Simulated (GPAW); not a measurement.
# zinc-blende (ZnS)₁₋ₓ(ZnSe)ₓ at x = 0.75: the Zn K absorption edge, part 2 of 3

Aim: the Zn K edge in zinc-blende (ZnS)₁₋ₓ(ZnSe)ₓ at x = 0.75, one member of a composition series.

GPAW 26.7.0; X-ray absorption from dipole matrix elements to empty bands, plane-wave PAW PBE.

So far. Step 3 (Ground state of the crystal): The mesh shows a gap of 1.36 eV. The excited electron is kept all the same, so that all members of the series, with or without a gap, are treated alike.

## (5) Spectrum with XCH, Zn atom 3

The holes are 7.9 Å apart. In GPAW the data set carries the hole's charge, so charge=0 means a charged cell and charge=-1 a neutral one. The excited electron is kept in the cell, where it fills the lowest empty states and screens the hole. After the field has converged, empty bands are computed with the density fixed and the dipole matrix elements are summed.

The absorber has 1 S at 2.36 Å and 3 Se at 2.45 Å (distorted tetrahedral).

xas.py

```python
import numpy as np
from ase import Atoms
from ase.parallel import parprint, paropen
from gpaw import GPAW, PW, FermiDirac, Mixer, MixerDif, setup_paths
from gpaw.test import gen
setup_paths.insert(0, '.')
gen('Zn', name='fch1s', xcname='PBE', corehole=(1, 0, 1), write_xml=True)
from gpaw.mpi import world
world.barrier()

atoms = Atoms('ZnSeZnSeZnSeZnSZnSeZnSeZnSeZnS',
    cell=[[0, 5.6035, 5.6035],
     [5.6035, 0, 5.6035],
     [5.6035, 5.6035, 0]],
    scaled_positions=[[0.9998259, 0.9981446, 0.0008577],
     [0.1221077, 0.1271927, 0.125485],
     [0.0045363, 0.9890986, 0.5041],
     [0.1239062, 0.1266676, 0.6248852],
     [0.0028144, 0.5057291, 0.9876115],
     [0.1250822, 0.6225123, 0.1269381],
     [0.9893246, 0.507885, 0.5076303],
     [0.1244491, 0.6247263, 0.6237006],
     [0.4983683, 0.001838, 0.9986315],
     [0.6238165, 0.1258642, 0.1254597],
     [0.5022684, 0.9884493, 0.5040194],
     [0.625824, 0.1245163, 0.6231139],
     [0.5037498, 0.5043001, 0.9890213],
     [0.6245471, 0.6257053, 0.1248421],
     [0.4922415, 0.5048666, 0.5057777],
     [0.6224752, 0.6240395, 0.6246416]],
    pbc=True)
atoms.calc = calc = GPAW(legacy_gpaw=True, mode=PW(400, force_complex_dtype=True), xc='PBE', setups={2: 'fch1s'},
    kpts={'size': (3, 3, 3), 'gamma': True}, occupations=FermiDirac(0.04),
    charge=-1, mixer=Mixer(0.1, 5, 50), maxiter=150,
    convergence={'density': 0.0001, 'eigenstates': 1e-6}, txt='scf.txt')
energy = atoms.get_potential_energy() + calc.get_reference_energy()
ef = calc.get_fermi_level()
out = dict(energy=energy, fermi=ef, forces=atoms.get_forces().tolist())
parprint(f'all-electron energy {energy:.4f} eV, Fermi level {ef:.4f} eV')
ev = np.array([[calc.get_eigenvalues(k, s) for k in range(len(calc.get_ibz_k_points()))] for s in range(calc.get_number_of_spins())])
out['homo'], out['lumo'], out['counts'] = ev[ev < ef].max(), ev[ev > ef].min(), sorted(set((ev < ef).sum((0, 2)).tolist()))
out['filled'] = (ev[:, 0] < ef).sum(1).tolist()

from ase.units import Ha
from gpaw.xas import dipole_matrix_elements
nb = int(calc.get_number_of_electrons() / 2) + 180
top, nb = nb, nb + 8 + nb // 12
nscf = calc.fixed_density(kpts={'size': (4, 4, 4), 'gamma': True}, nbands=nb,
    convergence={'bands': top, 'eigenstates': 5e-3}, maxiter=60, txt='nscf.txt')
cell = atoms.cell.array
ops = [cell.T @ U.T @ np.linalg.inv(cell.T) for U in nscf.wfs.kd.symmetry.op_scc]
filled = [72]  # bands filled in the ground state, by spin
E = np.arange(-6, 30, 0.1)
fwhm = np.interp(E, [4, 25], [1.67, 3.5])
Y, X, zero, highest = 0, 0, 1e9, 1e9
for spin in range(nscf.get_number_of_spins()):
    wfs = nscf.wfs
    mine = wfs.bd.get_slice()  # this rank's bands
    A = dipole_matrix_elements(wfs.setups[2])
    eps = np.zeros((wfs.kd.nibzkpts, nb))
    d = np.zeros((3, A.shape[1], wfs.kd.nibzkpts, nb), complex)
    for kpt in wfs.kpt_u:
        if kpt.s == spin and 2 in kpt.P_ani:
            eps[kpt.k, mine] = kpt.eps_n * Ha
            d[:, :, kpt.k, mine] = (kpt.weight * wfs.nspins / 2) ** 0.5 * np.inner(A, kpt.P_ani[2])
    world.sum(eps)
    world.sum(d)
    T = np.einsum('amkn,bmkn->abkn', d, d.conj()).real
    T = sum(np.einsum('ai,ijkn,bj->abkn', R, T, R) for R in ops) / len(ops)
    empty = np.ones_like(eps, bool) & (np.arange(nb) >= filled[spin])
    zero, highest = min(zero, eps[empty].min()), min(highest, eps[:, top - 1].min())
    lines = [(eps, T, empty)] if spin == 0 else lines + [(eps, T, empty)]
for eps, T, empty in lines:
    f = np.einsum('aakn->akn', T).reshape(3, -1)
    x = eps.ravel() - zero
    w = np.interp(x, E, fwhm) / 2.35482
    g = np.exp(-0.5 * ((E[:, None] - x) / w) ** 2) / (w * (2 * np.pi) ** 0.5)
    Y = Y + (f * empty.ravel()) @ g.T
    X = X + (f * ~empty.ravel()) @ g.T
out.update(E=E.round(2).tolist(), xas=Y.tolist(), xes=X.tolist(), zero=zero, valid=highest - zero, nk=len(eps), nb=nb)
for i in range(0, len(E), 10):
    parprint(f'{E[i]:7.2f}', *(f'{v:10.3e}' for v in Y[:, i]))
import json
with paropen('out.json', 'w') as f:
    json.dump(out, f)
```

Started as:

```console
$ OMP_NUM_THREADS=1 mpirun -n 4 gpaw python xas.py
```

Numbers of over 12 decimals in the logs are rounded to 6 here.

Output:

```text
Input parameters:
  charge: -1
  convergence: {density: 0.0001,
                eigenstates: 1e-06}
  kpts: {gamma: True,
         size: (3, 3, 3)}
  maxiter: 150
  mixer: {backend: pulay,
          beta: 0.1,
          method: separate,
          nmaxold: 5,
          weight: 50}
  mode: {ecut: 400.0,
         force_complex_dtype: True,
         name: pw}
  occupations: {fixmagmom: False,
                name: fermi-dirac,
                width: 0.04}
  setups: {2: fch1s}
  xc: PBE

Initialize ...

[... PAW data sets ...]

Reference energy: -799528.273163  # eV

Spin-paired calculation

[... convergence settings ...]
Symmetries present (total): 1
  [... symmetry matrices ...]

27 k-points: 3 x 3 x 3 Monkhorst-Pack grid
14 k-points in the irreducible part of the Brillouin zone
       k-points in crystal coordinates                weights
   0:     0.00000000    0.00000000    0.00000000          1/27
   1:     0.00000000    0.00000000    0.33333333          2/27
   2:     0.00000000    0.33333333   -0.33333333          2/27
   3:     0.00000000    0.33333333    0.00000000          2/27
   4:     0.00000000    0.33333333    0.33333333          2/27
   5:     0.33333333   -0.33333333   -0.33333333          2/27
   6:     0.33333333   -0.33333333    0.00000000          2/27
   7:     0.33333333   -0.33333333    0.33333333          2/27
   8:     0.33333333    0.00000000   -0.33333333          2/27
   9:     0.33333333    0.00000000    0.00000000          2/27
          ...
  13:     0.33333333    0.33333333    0.33333333          2/27

Wave functions: Plane wave expansion
  Cutoff energy: 400.000 eV
  Number of coefficients (min, max): 6374, 6405
  Pulay-stress correction: 0.000000 eV/Ang^3 (de/decut=0.000000)
  Using FFTW library
  Wavefunction extrapolation:
    Improved wavefunction reuse through dual PAW basis

Occupation numbers: Fermi-Dirac:
  width: 0.0400  # eV

Eigensolver
   Davidson(niter=2)

Densities:
  Coarse grid: 40*40*40 grid
  Fine grid: 80*80*80 grid
  Total Charge: 0.000000

Density mixing:
  Method: separate
  Backend: pulay
  Linear mixing parameter: 0.1
  old densities: 5
  Width of damping distribution: 1.1
  Damping of long wavelength oscillations: 50

[... Hamiltonian set-up ...]
Number of atoms: 16
Number of atomic orbitals: 104
Number of bands in calculation: 91
Number of valence electrons: 145
Bands to converge: occupied

... initialized

Initializing position-dependent things.

Density initialized from atomic densities
Creating initial wave functions:
  91 bands from LCAO basis set

                    Zn
                      Zn

                           Zn
                         S
                             Zn
                Se  Zn
                  Se
                      Zn Zn
         Se            S
                           Zn
              Se
                Se

       Se

Atomic positions and initial magnetic moments

Positions:
   0 Zn     5.597909    5.607331   11.195628    ( 0.0000,  0.0000,  0.0000)
   1 Se     1.415879    1.387386    1.396955    ( 0.0000,  0.0000,  0.0000)
   2 Zn     8.367138    2.850144    5.567833    ( 0.0000,  0.0000,  0.0000)
   3 Se     4.211326    4.195853    1.404090    ( 0.0000,  0.0000,  0.0000)
   4 Zn     8.367934    5.549852    2.849624    ( 0.0000,  0.0000,  0.0000)
   5 Se     4.199545    1.412196    4.189146    ( 0.0000,  0.0000,  0.0000)
   6 Zn     5.690440    8.388187    8.389614    ( 0.0000,  0.0000,  0.0000)
[...]
13 Se     4.205692    4.199202    7.005789    ( 0.0000,  0.0000,  0.0000)
  14 Zn     5.663145    5.592401    5.587295    ( 0.0000,  0.0000,  0.0000)
  15 S      6.996985    6.988219    6.984845    ( 0.0000,  0.0000,  0.0000)

Unit cell:
           periodic     x           y           z      points  spacing
  1. axis:    yes    0.000000    5.603500    5.603500    40     0.1618
  2. axis:    yes    5.603500    0.000000    5.603500    40     0.1618
  3. axis:    yes    5.603500    5.603500    0.000000    40     0.1618

  Lengths:   7.924546   7.924546   7.924546
  Angles:   60.000000  60.000000  60.000000

Effective grid spacing dv^(1/3) = 0.1765

iter:   1   -59.473730
iter:   2   -58.091233   -0.38  -1.20
iter:   3   -56.120574   -1.00  -1.28
iter:   4   -56.117779   -1.82  -1.55
iter:   5   -56.098847c  -2.21  -1.58
iter:   6   -56.081122c  -2.90  -2.08
iter:   7   -56.071701c  -3.08  -2.21
iter:   8   -56.066508c  -4.16  -2.84
iter:   9   -56.066129c  -3.63  -2.90
iter:  10   -56.064778c  -4.70  -3.11
iter:  11   -56.064737c  -5.21  -3.36
iter:  12   -56.064698c  -5.80  -3.40
iter:  13   -56.064688c  -5.79  -3.85
iter:  14   -56.064725c  -5.98  -3.91
iter:  15   -56.064710c  -5.91  -3.95
iter:  16   -56.064708c  -6.67c -4.32c

Converged after 16 iterations.

Dipole moment: (-22.168950, -24.913619, -24.821821) |e|*Ang

Energy contributions relative to reference atoms: (reference = -799528.273163)

Kinetic:       +126.895034
Potential:     -109.930603
External:        +0.000000
XC:             -72.659959
Entropy (-ST):   -0.019170
Local:           -0.359594
SIC:             +0.000000
--------------------------
Free energy:    -56.074293
Extrapolated:   -56.064708

Showing only first 2 kpts
 Kpt  Band  Eigenvalues  Occupancy
  0    70      3.92001    2.00000
  0    71      3.92333    2.00000
  0    72      4.96565    2.00000
  0    73      6.01397    1.99999

  1    70      3.72942    2.00000
  1    71      3.73339    2.00000
  1    72      5.96509    2.00000
[...]
Fermi level: 6.52858

No gap
No difference between direct/indirect transitions

Forces in eV/Ang:
  0 Zn   -0.01168   -0.00035   -0.14700
  1 Se   -0.20977   -0.19719    0.24078
  2 Zn   -0.05906    0.01971   -0.05365
  3 Se    0.22201    0.19961    0.24822
  4 Zn    0.11725   -0.02383    0.02755
  5 Se   -0.00811   -0.00911   -0.00365
  6 Zn    0.06200   -0.11036    0.00837
[...]
13 Se   -0.01287    0.01236   -0.03719
 14 Zn    0.08123   -0.00406    0.14121
 15 S    -0.01308    0.01619    0.01746
Scalar-relativistic atomic PBE calculation for Zn (Zinc, Z=30)
Core hole in 1s state (1s occupation: 1.0)
600 radial gridpoints.
|------------------------------------------------|
|------------------------------------------------|
[... the atom generator's iteration count ...]

Energy contributions:
-------------------------
Kinetic:    +1457.970091
XC:           -62.631801
Potential:  -2834.535616
-------------------------
Total:      -1439.197326

state      eigenvalue         ekin         rmax
-----------------------------------------------
1s^1.0 :  -363.089361   458.784609        0.033
2s^2.0 :   -45.681210    90.109297        0.185
2p^6.0 :   -40.586365    89.039872        0.147
3s^2.0 :    -5.602745    20.202422        0.571
3p^6.0 :    -3.926114    18.237897        0.568
3d^10.0:    -1.022506    13.067112        0.532
4s^2.0 :    -0.591866     2.112153        1.874
4p^0.0 :    -0.335189     1.283448        2.317
-----------------------------------------------
(units: Bohr and Hartree)

Generating PAW setup
Kinetic energy of the core from tauc = 1335.832873827155
Cutoffs:
rc(s)=2.430
rc(p)=2.400
rc(d)=2.230
rc(vbar)=2.260
rc(comp)=2.200
rc(nct)=2.430

Kinetic energy of the core states: 1323.074664
Charge: 1.0
Core electrons: 17.0
Valence electrons: 12.0
Pseudo-core charge: 0.062099
Shape function alpha=2.066
Pseudo-electron charge 3.417638
state    eigenvalue         norm
--------------------------------
4s(2) :    -0.591866     1.201133
*s    :     0.408134
4p(0) :    -0.335189     1.021145
*p    :     0.664811
3d(10):    -1.022506     0.095327
*d    :    -0.022506
--------------------------------

Diagonalizing with gridspacing h=0.050

state   all-electron     PAW
-------------------------------
4s:      -0.591866    -0.592148
4p:      -0.335189    -0.335391
3d:      -1.022506    -1.022962
*f:                   -0.019081
-------------------------------
all-electron energy -799584.3379 eV, Fermi level 6.5286 eV
[...]
27.00  1.538e-07  1.540e-07  1.538e-07
  28.00  1.537e-07  1.544e-07  1.537e-07
  29.00  1.503e-07  1.513e-07  1.504e-07
```

Wall time 8.9 min (4 MPI ranks of Arm Neoverse V1, shared host); peak memory 0.84 GiB; 35 min of CPU time.

The Zn K spectrum, Zn atom 3, excited-electron core hole (neutral cell) (energy from the bottom of the conduction band, which holds the excited electron; intensity scaled to a mean of 1 over the first 20 eV):

| E (eV) | intensity |
| --- | --- |
| -2.00 | 0.00 |
| -1.25 | 0.00 |
| -0.50 | 0.01 |
| 0.25 | 0.04 |
| 1.00 | 0.18 |
| 1.75 | 0.50 |
| 2.50 | 0.91 |
| 3.25 | 1.20 |
| 4.00 | 1.58 |
| 4.75 | 2.02 |
| 5.50 | 1.86 |
| 6.25 | 1.29 |
| 7.00 | 0.93 |
| 7.75 | 0.92 |
| 8.50 | 1.01 |
| 9.25 | 0.98 |
| 10.00 | 0.90 |
| 10.75 | 0.92 |
| 11.50 | 1.04 |
| 12.25 | 1.14 |
| 13.00 | 1.14 |
| 13.75 | 1.08 |
| 14.50 | 1.01 |
| 15.25 | 0.93 |
| 16.00 | 0.86 |
| 16.75 | 0.83 |
| 17.50 | 0.85 |
| 18.25 | 0.87 |
| 19.00 | 0.85 |
| 19.75 | 0.79 |
| 20.50 | 0.75 |
| 21.25 | 0.77 |
| 22.00 | 0.82 |
| 22.75 | 0.85 |
| 23.50 | 0.85 |
| 24.25 | 0.85 |
| 25.00 | 0.86 |
| 25.75 | 0.89 |
| 26.50 | 0.92 |
| 27.25 | 0.94 |
| 28.00 | 0.93 |
| 28.75 | 0.92 |

Main maxima below 28 eV (height): 5.0 eV (2.05), 8.8 eV (1.02) and 12.6 eV (1.15). A K edge sees empty p states on the absorber.

The total-energy difference is 9692.58 eV. One term is added: -30.96 eV, since the hole is spin-paired here and a spin-polarised one costs that much less in the free atom (computed apart). The photon energy is then 9661.62 eV. The tabulated edge of the element is 9659 eV. The functional leaves an error of a few eV in such absolute values.

## (6) Reference energy of the cell

The absorbing element, whose data set is made anew, changes for the next run, so it gets a reference energy of its own.

scf.py

```python
import numpy as np
from ase import Atoms
from ase.parallel import parprint, paropen
from gpaw import GPAW, PW, FermiDirac, Mixer, MixerDif, setup_paths
from gpaw.test import gen
setup_paths.insert(0, '.')
gen('S', name='nch1s', xcname='PBE', corehole=(1, 0, 0), write_xml=True)
from gpaw.mpi import world
world.barrier()

atoms = Atoms('ZnSeZnSeZnSeZnSZnSeZnSeZnSeZnS',
    cell=[[0, 5.6035, 5.6035],
     [5.6035, 0, 5.6035],
     [5.6035, 5.6035, 0]],
    scaled_positions=[[0.9998259, 0.9981446, 0.0008577],
     [0.1221077, 0.1271927, 0.125485],
     [0.0045363, 0.9890986, 0.5041],
     [0.1239062, 0.1266676, 0.6248852],
     [0.0028144, 0.5057291, 0.9876115],
     [0.1250822, 0.6225123, 0.1269381],
     [0.9893246, 0.507885, 0.5076303],
     [0.1244491, 0.6247263, 0.6237006],
     [0.4983683, 0.001838, 0.9986315],
     [0.6238165, 0.1258642, 0.1254597],
     [0.5022684, 0.9884493, 0.5040194],
     [0.625824, 0.1245163, 0.6231139],
     [0.5037498, 0.5043001, 0.9890213],
     [0.6245471, 0.6257053, 0.1248421],
     [0.4922415, 0.5048666, 0.5057777],
     [0.6224752, 0.6240395, 0.6246416]],
    pbc=True)
atoms.calc = calc = GPAW(legacy_gpaw=True, mode=PW(400, force_complex_dtype=True), xc='PBE', setups={15: 'nch1s'},
    kpts={'size': (3, 3, 3), 'gamma': True}, occupations=FermiDirac(0.02),
    charge=0, mixer=Mixer(0.1, 5, 50), maxiter=150,
    convergence={'density': 0.0001, 'eigenstates': 1e-6}, txt='scf.txt')
energy = atoms.get_potential_energy() + calc.get_reference_energy()
ef = calc.get_fermi_level()
out = dict(energy=energy, fermi=ef, forces=atoms.get_forces().tolist())
parprint(f'all-electron energy {energy:.4f} eV, Fermi level {ef:.4f} eV')
ev = np.array([[calc.get_eigenvalues(k, s) for k in range(len(calc.get_ibz_k_points()))] for s in range(calc.get_number_of_spins())])
out['homo'], out['lumo'], out['counts'] = ev[ev < ef].max(), ev[ev > ef].min(), sorted(set((ev < ef).sum((0, 2)).tolist()))
out['filled'] = (ev[:, 0] < ef).sum(1).tolist()
import json
with paropen('out.json', 'w') as f:
    json.dump(out, f)
```

Started as:

```console
$ OMP_NUM_THREADS=1 mpirun -n 4 gpaw python scf.py
```

Output:

```text
Input parameters:
  convergence: {density: 0.0001,
                eigenstates: 1e-06}
  kpts: {gamma: True,
         size: (3, 3, 3)}
  maxiter: 150
  mixer: {backend: pulay,
          beta: 0.1,
          method: separate,
          nmaxold: 5,
          weight: 50}
  mode: {ecut: 400.0,
         force_complex_dtype: True,
         name: pw}
  occupations: {fixmagmom: False,
                name: fermi-dirac,
[...]
3s(2) :    -0.634076     1.192540
*s    :     0.365924
3p(4) :    -0.257545     0.999977
*p    :     0.742455
*d    :     0.000000
--------------------------------

Diagonalizing with gridspacing h=0.050

state   all-electron     PAW
-------------------------------
3s:      -0.634076    -0.634693
3p:      -0.257545    -0.257957
*d:                    0.042231
*f:                    0.074234
-------------------------------
all-electron energy -809276.9231 eV, Fermi level 4.4052 eV
[key lines of the parts left out:]
Converged after 17 iterations.
Dipole moment: (-22.245025, -24.752312, -24.834389) |e|*Ang
Free energy:    -49.877020
Fermi level: 4.40525
```

The job ended after 1.7 min (4 MPI ranks; peak memory 0.37 GiB; 6.9 min of CPU time).

Reference energy: -809276.923 eV with the cores included.

(Part 2 of 3 ends here.)

[Banner, clock and machine lines of the logs are left out without a mark of their own.]

[Logs are printed without paths, hosts, clocks, repeated set-up lines and the standing remarks that a program may print on its own settings, such as how far it seeks lower states.]

[Hosts, paths, dates, database ids (printed as entryN), source tags and the programs' standing remarks are cut or masked in the printed files.]

[Lists of maxima count a maximum above −3 eV only where it reaches 4 % of the highest in the window and stands out from its surroundings by 2 % of it (1.5 % where it reaches 55 %); shoulders and weaker maxima are passed over, and of the rest the first, up to two pre-edge ones and the few strongest are named.]
